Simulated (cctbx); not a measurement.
# Diagnosing a refinement

Cell a = 4.0390 Å, b = 4.0390 Å, c = 9.5050 Å, α = 90.00°, β = 90.00°, γ = 90.00°; space group P4/nmm (no. 129, origin choice 1).

The data are simulated with cctbx, not measured: Mo Kα, λ = 0.71073 Å, to d = 0.65 Å, 80 % of the full sphere, strongest reflection 20000 counts, noise from counting, a 1.5 % proportional error and a noise floor of 2 counts (s.d.); no absorption.

An anisotropic refinement with weights 1/σ² prints:

```text
Rint 0.025, 215 unique reflections to 0.65 A
cycle     R1     wR2    GooF  max shift (A)
   1  0.0196  0.0467   2.803   0.00033
   2  0.0109  0.0256   1.536   0.00000
final R1 0.0109 wR2 0.0256 GooF 1.536  parameters 13  data/parameter 16.5
atom        x        y        z      Ueq    occ   su(xyz)  su(Uiso or U11)
Ho1    0.50000  0.00000  0.73879   0.0142  1.000  0.00003  0.0001
Co1    0.00000  0.00000  0.00000   0.0122  1.000  0.00000  0.0002
Co2    0.00000  0.50000  0.62877   0.0192  1.000  0.00009  0.0002
Ti1    0.00000  0.00000  0.50000   0.0216  1.000  0.00000  0.0003
Ti2    0.00000  0.50000  0.87332   0.0207  1.000  0.00012  0.0003
difference map: max 0.92 min -0.69 rms 0.17
Q1    0.0000  0.0983  0.9819    8    0.93  0.43 A from Co1
Q2    0.0000  0.5000  0.6462    2    0.78  0.17 A from Co2
Q3    0.0000  0.5000  0.8542    2    0.73  0.18 A from Ti2
Q4    0.0000  0.0000  0.3874    4    0.62  1.07 A from Ti1
Q5    0.0000  0.5000  0.5777    2    0.55  0.49 A from Co2
Q6    0.0000  0.0954  0.5173    8    0.50  0.42 A from Ti1
```

**Question.** Can this result stand? If not, what is the likely fault?

Mend it. The fault: wrong element: Ho1 is Tb. Against the right model at the same level, R1 goes from 0.0075 to 0.0109 and GooF from 1.00 to 1.54. Ho1 has 2 electrons too many and its U swells to shed them, as expected (near an absorption edge f′ can widen the mismatch well beyond the difference in Z).

The compound is TbTi2Co2. The right model at the same level gives:

```text
Rint 0.025, 215 unique reflections to 0.65 A
cycle     R1     wR2    GooF  max shift (A)
   1  0.0111  0.0251   1.507   0.00037
   2  0.0075  0.0167   1.002   0.00000
final R1 0.0075 wR2 0.0167 GooF 1.002  parameters 13  data/parameter 16.5
atom        x        y        z      Ueq    occ   su(xyz)  su(Uiso or U11)
Tb1    0.50000  0.00000  0.73879   0.0138  1.000  0.00002  0.0001
Co1    0.00000  0.00000  0.00000   0.0134  1.000  0.00000  0.0001
Co2    0.00000  0.50000  0.62876   0.0205  1.000  0.00006  0.0002
Ti1    0.00000  0.00000  0.50000   0.0229  1.000  0.00000  0.0002
Ti2    0.00000  0.50000  0.87331   0.0220  1.000  0.00008  0.0002
difference map: max 0.41 min -0.44 rms 0.11
Q1    0.2500  0.2500  0.0000    4    0.43  1.43 A from Co1
Q2    0.1882  0.3118  0.2639    8    0.39  1.08 A from Tb1
Q3    0.0000  0.1284  0.8525    8    0.39  1.49 A from Co1
Q4    0.1164  0.3836  0.3563    8    0.36  1.12 A from Tb1
Q5    0.0000  0.3873  0.9914    8    0.32  1.21 A from Ti2
Q6    0.2348  0.2652  0.1121    8    0.30  1.52 A from Ti2
```

This is a model crystal, built by substitution and not relaxed, with assumed displacement parameters.

[Middle refinement cycles are left out of these outputs.]

[Logs are printed without paths, hosts, clocks, repeated set-up lines and the standing remarks that a program may print on its own settings, such as how far it seeks lower states.]
